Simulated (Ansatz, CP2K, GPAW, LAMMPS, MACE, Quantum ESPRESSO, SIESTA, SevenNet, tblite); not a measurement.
**Liquid (Cs,Li)Cl at 1300 K (106 atoms) in Quantum ESPRESSO**

How near does Quantum ESPRESSO come to plane waves for liquid (Cs,Li)Cl at 1300 K (106 atoms)?

Calculated with Quantum ESPRESSO 7.5; the method is named at each step.

## Step 1: The structure

The cell holds 106 atoms: 12 Cs, 41 Li and 53 Cl. Cell: a = 14.984 Å, b = 14.984 Å, c = 14.984 Å, α = 90.0°, β = 90.0°, γ = 90.0°. 106 atoms (12 Cs, 41 Li, 53 Cl) placed at random at 1.85 g/cm³, melted at 1800 K for 10 ps at fixed volume with the Lennard-Jones and Coulomb ion parameters for SPC/E (Joung and Cheatham, J. Phys. Chem. B 112, 9020 (2008)), full charges. Snapshot at the end of a hold of 20 ps at 1300 K and fixed volume.

The yardstick, on the same geometry:

```
method                                           : Kohn-Sham DFT, PBE, PAW, plane waves (Ansatz 0.2.0); cutoff 420 eV, Γ point, fermi-dirac smearing of 0.05 eV; PAW set soft_2
r.m.s. force component                           : 0.3577 eV/Å
longest force                                    : 1.264 eV/Å
pressure                                         : -0.5121 GPa
gap (highest filled to lowest empty level) : 3.482 eV
SCF cycles                                       : 8
time                                             : 25 s on 8 threads of Arm Neoverse V2, shared host
CPU time                                         : 3.1 min
```

## Step 2: PBE, sssp-1.3.0-efficiency, 45/360 Ry

Method: Kohn-Sham DFT, PBE, SSSP efficiency 1.3.0 pseudopotentials, plane waves.

pw.in

```
&control
  calculation = 'scf'
  pseudo_dir = './pseudo'
  outdir = './tmp'
  disk_io = 'none'
  tprnfor = .true.
  tstress = .true.
/
&system
  ibrav = 0
  nat = 106
  ntyp = 3
  ecutwfc = 45
  ecutrho = 360
  nosym = .true.
  occupations = 'smearing'
  smearing = 'fd'
  degauss = 0.003675
/
&electrons
  conv_thr = 5.3e-07
  electron_maxstep = 100
  mixing_beta = 0.4
  mixing_mode = 'plain'
  diagonalization = 'david'
/
ATOMIC_SPECIES
Cs 132.905 Cs.upf
Li 6.940 Li.upf
Cl 35.450 Cl.upf
CELL_PARAMETERS angstrom
14.98410 0.00000 0.00000
0.00000 14.98410 0.00000
0.00000 0.00000 14.98410
ATOMIC_POSITIONS crystal
Cs 0.63686 0.74998 0.73821
Cs 0.58740 0.17782 0.15428
Cs 0.16143 0.53607 0.65783
Cs 0.63923 0.10393 0.73549
Cs 0.37064 0.78461 0.43208
Cs 0.00113 0.71221 0.95692
Cs 0.07061 0.22688 0.28445
Cs 0.74184 0.96306 0.05428
Cs 0.35976 0.44648 0.90916
Cs 0.45706 0.94449 0.23099
Cs 0.84707 0.26404 0.82740
Cs 0.21772 0.04439 0.67377
Li 0.74524 0.66229 0.07446
Li 0.25773 0.98946 0.00835
Li 0.72932 0.43687 0.27356
Li 0.70509 0.49540 0.59286
Li 0.97050 0.21744 0.60487
Li 0.32984 0.47697 0.41484
Li 0.89182 0.15662 0.22638
Li 0.24242 0.05598 0.33183
Li 0.43243 0.28416 0.64012
Li 0.15517 0.76818 0.24816
Li 0.97129 0.92822 0.37297
Li 0.82627 0.93599 0.24877
Li 0.31502 0.30476 0.26396
Li 0.26077 0.26862 0.51124
Li 0.42446 0.95014 0.82936
Li 0.65966 0.92068 0.43632
Li 0.82271 0.79108 0.56043
Li 0.90291 0.71641 0.25972
Li 0.86815 0.97491 0.63463
Li 0.50808 0.42265 0.15207
Li 0.59443 0.33373 0.41504
Li 0.01516 0.60634 0.36034
Li 0.48038 0.67572 0.11646
Li 0.03929 0.00734 0.07379
Li 0.33538 0.79497 0.70101
Li 0.29989 0.60953 0.19515
Li 0.29683 0.22949 0.05599
Li 0.91332 0.51365 0.57248
Li 0.04654 0.49893 0.90583
Li 0.17246 0.46043 0.23036
Li 0.55104 0.27586 0.92342
Li 0.11378 0.29051 0.76630
Li 0.43721 0.07326 0.52317
Li 0.77626 0.26098 0.56387
Li 0.08392 0.78185 0.53246
Li 0.07675 0.26012 0.03012
Li 0.80059 0.55858 0.84252
Li 0.21456 0.73690 0.99158
Li 0.67046 0.72360 0.29520
Li 0.87396 0.46171 0.15168
Li 0.50535 0.60528 0.45202
Cl 0.52574 0.54685 0.02457
Cl 0.29942 0.83170 0.85567
Cl 0.19119 0.30884 0.14244
[... 46 atom lines left out ...]
Cl 0.22478 0.34952 0.38752
Cl 0.12817 0.87716 0.01656
Cl 0.92335 0.33662 0.52210
Cl 0.96925 0.00408 0.21595
K_POINTS gamma
```

Launch:

```console
OMP_NUM_THREADS=1 mpirun -np 4 pw.x -in pw.in > output.txt
```

What it wrote:

```text
Program PWSCF
     gamma-point specific algorithms are used
     one sub-group per band group will be used
     scalapack distributed-memory algorithm (size of sub-group:  2*  2 procs)
     Parallelization info
     sticks:   dense  smooth     PW     G-vecs:    dense   smooth      PW
     Min        5744    2876    716               654740   231516   28872
     Max        5746    2877    718               654743   231520   28878
     Sum       22981   11505   2869              2618967   926073  115505
     bravais-lattice index     =            0
     lattice parameter (alat)  =      28.3158  a.u.
     unit-cell volume          =   22703.2792 (a.u.)^3
     number of atoms/cell      =          106
     number of atomic types    =            3
     number of electrons       =       602.00
     number of Kohn-Sham states=          361
     kinetic-energy cutoff     =      45.0000  Ry
     charge density cutoff     =     360.0000  Ry
     scf convergence threshold =      5.3E-07
     mixing beta               =       0.4000
     number of iterations used =            8  plain     mixing
     Exchange-correlation=  SLA  PW   PBX  PBC
                           (   1   4   3   4   0   0   0)
     crystal axes: (cart. coord. in units of alat)
               a(1) = (   1.000000   0.000000   0.000000 )
               a(2) = (   0.000000   1.000000   0.000000 )
               a(3) = (   0.000000   0.000000   1.000000 )
     reciprocal axes: (cart. coord. in units 2 pi/alat)
               b(1) = (  1.000000  0.000000  0.000000 )
               b(2) = (  0.000000  1.000000  0.000000 )
               b(3) = (  0.000000  0.000000  1.000000 )
     PseudoPot. # 1 for Cs:
     Pseudo is Ultrasoft + core correction, Zval =  9.0
     PseudoPot. # 2 for Li:
     Pseudo is Ultrasoft, Zval =  3.0
     PseudoPot. # 3 for Cl:
     Pseudo is Ultrasoft + core correction, Zval =  7.0
     atomic species   valence    mass     pseudopotential
     Cs                9.00   132.90500     Cs( 1.00)
     Li                3.00     6.94000     Li( 1.00)
     Cl                7.00    35.45000     Cl( 1.00)
     No symmetry found
   Cartesian axes
     number of k points=     1  Fermi-Dirac smearing, width (Ry)=  0.0037
                       cart. coord. in units 2pi/alat
        k(    1) = (   0.0000000   0.0000000   0.0000000), wk =   2.0000000
     Dense  grid:  1309484 G-vectors     FFT dimensions: ( 180, 180, 180)
     Smooth grid:   463037 G-vectors     FFT dimensions: ( 125, 125, 125)
     Initial potential from superposition of free atoms
     starting charge     583.0465, renormalised to     602.0000
     negative rho (up, down):  8.261E-01 0.000E+00
     Starting wfcs are  573 randomized atomic wfcs
     Self-consistent Calculation
     iteration #  1     ecut=    45.00 Ry     beta= 0.40
     Threshold (ethr) on eigenvalues was too large:
     Diagonalizing with lowered threshold
     negative rho (up, down):  8.112E-01 0.000E+00
     total energy              =   -3127.17994775 Ry
     estimated scf accuracy    <       3.64279876 Ry
     iteration #  2     ecut=    45.00 Ry     beta= 0.40
     negative rho (up, down):  7.918E-01 0.000E+00
     total energy              =   -3127.55351336 Ry
     estimated scf accuracy    <       0.43521343 Ry
     iteration #  3     ecut=    45.00 Ry     beta= 0.40
     negative rho (up, down):  7.751E-01 0.000E+00
     total energy              =   -3127.60311246 Ry
     estimated scf accuracy    <       0.09699024 Ry
     iteration #  4     ecut=    45.00 Ry     beta= 0.40
     negative rho (up, down):  7.709E-01 0.000E+00
     total energy              =   -3127.61546791 Ry
     estimated scf accuracy    <       0.00892011 Ry
     iteration #  5     ecut=    45.00 Ry     beta= 0.40
     negative rho (up, down):  7.704E-01 0.000E+00
     total energy              =   -3127.61773903 Ry
     estimated scf accuracy    <       0.00081611 Ry
     iteration #  6     ecut=    45.00 Ry     beta= 0.40
     negative rho (up, down):  7.697E-01 0.000E+00
     total energy              =   -3127.61813524 Ry
     estimated scf accuracy    <       0.00013792 Ry
     iteration #  7     ecut=    45.00 Ry     beta= 0.40
     negative rho (up, down):  7.692E-01 0.000E+00
     total energy              =   -3127.61824387 Ry
     estimated scf accuracy    <       0.00003168 Ry
     iteration #  8     ecut=    45.00 Ry     beta= 0.40
     negative rho (up, down):  7.689E-01 0.000E+00
     total energy              =   -3127.61826362 Ry
     estimated scf accuracy    <       0.00000216 Ry
     iteration #  9     ecut=    45.00 Ry     beta= 0.40
     negative rho (up, down):  7.687E-01 0.000E+00
     total energy              =   -3127.61826739 Ry
     estimated scf accuracy    <       0.00000065 Ry
     iteration # 10     ecut=    45.00 Ry     beta= 0.40
     negative rho (up, down):  7.686E-01 0.000E+00
     End of self-consistent calculation
          k = 0.0000 0.0000 0.0000 ( 57753 PWs)   bands (ev):
   -45.8545 -45.5281 -45.5123 -45.4449 -45.3920 -45.3532 -45.2009 -45.1730
   -45.1394 -45.1214 -45.0861 -45.0516 -45.0388 -44.9656 -44.9433 -44.9381
   -44.9081 -44.8675 -44.8538 -44.8443 -44.8150 -44.7912 -44.7359 -44.7256
   -44.6384 -44.6063 -44.5146 -44.5134 -44.3525 -44.3523 -44.3053 -44.2955
   -44.2237 -44.1709 -44.1441 -44.1097 -44.1064 -44.0588 -44.0047 -43.9493
   -43.6915 -20.5062 -20.2108 -20.2084 -20.1925 -20.1158 -19.9924 -19.8590
   -19.6289 -19.6203 -19.5930 -19.3691 -18.8567 -14.2424 -14.2008 -14.0834
   -13.9272 -13.8049 -13.7879 -13.7380 -13.7125 -13.6632 -13.5992 -13.5898
   -13.5482 -13.5309 -13.4757 -13.4432 -13.3024 -13.2706 -13.2651 -13.2601
   -13.2248 -13.2040 -13.1664 -13.1564 -13.1510 -13.1367 -13.1108 -13.1044
   -13.0034 -12.9991 -12.9786 -12.9550 -12.9497 -12.9436 -12.9067 -12.8359
   -12.7885 -12.7856 -12.7672 -12.7319 -12.6271 -12.6245 -12.5950 -12.5344
[...]
5.5477   5.5586   5.5780   5.6222   5.6643   5.6657   5.7043   5.7316
     5.7432   5.7757   5.7885   5.8523   5.8702   5.9079   5.9171   5.9528
     6.0135   6.0471   6.0610   6.0802   6.0897   6.1251   6.1491   6.1920
     6.2109   6.2511   6.2605   6.2873   6.3129   6.3245   6.3544   6.3697
     6.3900   6.4598   6.4616   6.4953   6.5142   6.5562   6.5746   6.5908
     6.6031
     the Fermi energy is     2.0915 ev
!    total energy              =   -3127.61826775 Ry
     estimated scf accuracy    <       0.00000005 Ry
     smearing contrib. (-TS)   =      -0.00000000 Ry
     internal energy E=F+TS    =   -3127.61826775 Ry
     The total energy is F=E-TS. E is the sum of the following terms:
     one-electron contribution =   -1407.34253870 Ry
     hartree contribution      =     821.52072400 Ry
     xc contribution           =   -1005.89958977 Ry
     ewald contribution        =   -1535.89686329 Ry
     convergence has been achieved in  10 iterations
     negative rho (up, down):  7.686E-01 0.000E+00
     Forces acting on atoms (cartesian axes, Ry/au):
     atom    1 type  1   force =     0.01228769   -0.02238615   -0.00105611
     atom    2 type  1   force =    -0.01699593   -0.02963139   -0.01063107
     atom    3 type  1   force =     0.02039345    0.00800692   -0.00620498
     atom    4 type  1   force =    -0.02585827   -0.00172859   -0.00799276
     atom    5 type  1   force =     0.01645610    0.01314149    0.02154060
     atom    6 type  1   force =    -0.01465000    0.00844511    0.01300658
     atom    7 type  1   force =    -0.02135025    0.01275551    0.00611757
     atom    8 type  1   force =    -0.01175050   -0.00178119   -0.03684545
     atom    9 type  1   force =    -0.01651329    0.02346225    0.00194656
     atom   10 type  1   force =    -0.00253073   -0.01267073   -0.02201963
     atom   11 type  1   force =     0.00896692    0.01464555    0.02571163
     atom   12 type  1   force =    -0.01902211   -0.01259804    0.02245109
[...]
atom  102 type  3   force =    -0.00564562   -0.02642909    0.00336187
     atom  103 type  3   force =    -0.00204770   -0.00390051   -0.00543340
     atom  104 type  3   force =    -0.00224667    0.01345703    0.00855743
     atom  105 type  3   force =    -0.01301094    0.00019141    0.00366653
     atom  106 type  3   force =    -0.00269993    0.00270608    0.00980707
     Total force =     0.246277     Total SCF correction =     0.000495
     Computing stress (Cartesian axis) and pressure
     negative rho (up, down):  7.686E-01 0.000E+00
          total   stress  (Ry/bohr**3)                   (kbar)     P=       -5.40
   0.00000533  -0.00001589   0.00000906            0.78       -2.34        1.33
  -0.00001589  -0.00007718  -0.00001111           -2.34      -11.35       -1.63
   0.00000906  -0.00001111  -0.00003818            1.33       -1.63       -5.62
     Message from routine punch:
     Nothing written, as per user request (disk_io='none')
```

Wall time 8.4 min (4 MPI ranks of Arm Neoverse V2, shared host); peak memory 9.1 GiB.

Banners, paths, timers and routine set-up lines are dropped from the logs unmarked, and long logs keep their key lines alone; longer cuts are marked.

Compared with the plane-wave run:

| Item | Value |
| --- | --- |
| r.m.s. force component | 0.3551 eV/Å |
| r.m.s. difference of force components | 4.199 meV/Å |
| longest difference of force vectors | 23.23 meV/Å |
| force difference over r.m.s. force | 1.174 % |
| slope of forces against the reference's | 0.9927 |
| correlation of force components | 1 |
| gap (highest filled to lowest empty level) | 3.482 eV |
| gap difference | -0.0002 eV |
| pressure | -0.5397 GPa |
| pressure difference | -0.0276 GPa |

Length of the force difference by element (eV/Å):

```
element  atoms    mean    most
     Cl     53  0.0062   0.023
     Cs     12   0.012   0.019
     Li     41  0.0012  0.0023
```

Levels nearest the highest filled one (eV from it): -0.44, -0.40, -0.40, -0.37, -0.34, -0.32, -0.31, -0.29, -0.26, -0.23, -0.19, 0.00, 3.48, 4.14, 4.34, 4.51, 4.62, 4.74, 4.76, 4.85, 4.91, 4.97, 5.06, 5.14.

A closer look about Cl88, which has 3 bonded neighbours where the commonest count for Cl is 4: 11 atoms, nearest first, numbered in the order of the input, with positions taken from that point.

```
 atom      x      y      z  distance (Å)  bonds     Fx     Fy  Fz (eV/Å)
 Cl88   0.00   0.00   0.00          0.00      3  -0.17  -0.71       0.18
 Li23  -1.59  -2.11  -0.56          2.70      5   0.52   0.24       0.13
 Li20   2.47  -0.20  -1.18          2.74      4  -0.13  -0.32       0.35
  Cs7  -0.10   2.36  -1.89          3.03      6  -0.55   0.33       0.16
 Cl74   3.06   0.52   1.20          3.33      4   0.57   0.50      -0.99
Cl106  -1.62  -0.97  -2.91          3.47      5  -0.07   0.07       0.25
 Cl70  -1.65  -2.64   2.28          3.85      4  -0.19  -0.32       0.01
 Li17  -1.60   2.22   2.92          4.00      3   0.00   0.09       0.03
 Li19  -2.78   1.31  -2.76          4.13      4  -0.57  -0.01      -0.73
Cl101   2.71  -2.80  -1.67          4.24      4  -0.84   0.71      -0.58
 Li26   2.75   2.99   1.51          4.33      3   0.16  -0.10       0.27
```

Forces lie 1.2 % from the reference's, at 11 times its CPU time (on 4 against 8 cores).

## Step 3: What came out

| Quantity | Value |
| --- | --- |
| force difference from the reference | QE PBE, sssp-1.3.0-efficiency, 45/360 Ry, 1.2 % |
| its CPU time | 34 min |

PBE on plane waves or a grid with other potentials, cutoffs or grids differs from the reference by 1.2 % (QE PBE, sssp-1.3.0-efficiency, 45/360 Ry) of the r.m.s. force; this holds the reference's own error, so differences of a few per cent don't tell which side is nearer the exact PBE result (QE's 45 Ry are 612 eV, against the reference's 420 eV). PBE gaps agree with the reference's 3.48 eV within 0.001 eV. The frame stands for 1300 K, but pressures are static and levels are smeared at 580 K. The network of bonds at the start is that of the classical potential that made the cell, and needn't be the one that DFT or experiment would give. The ion parameters were fitted for water, not for melts, so the starting structure of this cell may lie well off the real melt's. The electronic-structure runs sample only Γ, in a cell whose shortest periodic width is 15 Å. Spin–orbit coupling is left out, which matters for the levels of the heavy elements.

[Also dropped from logs without a mark: logging warnings of Python, and SIESTA's first energy breakdown and zero terms.]

[Logs are printed without paths, hosts, clocks, repeated set-up lines and the standing remarks that a program may print on its own settings, such as how far it seeks lower states.]

[Hosts, paths, dates, database ids (printed as entryN), source tags and the programs' standing remarks are cut or masked in the printed files.]
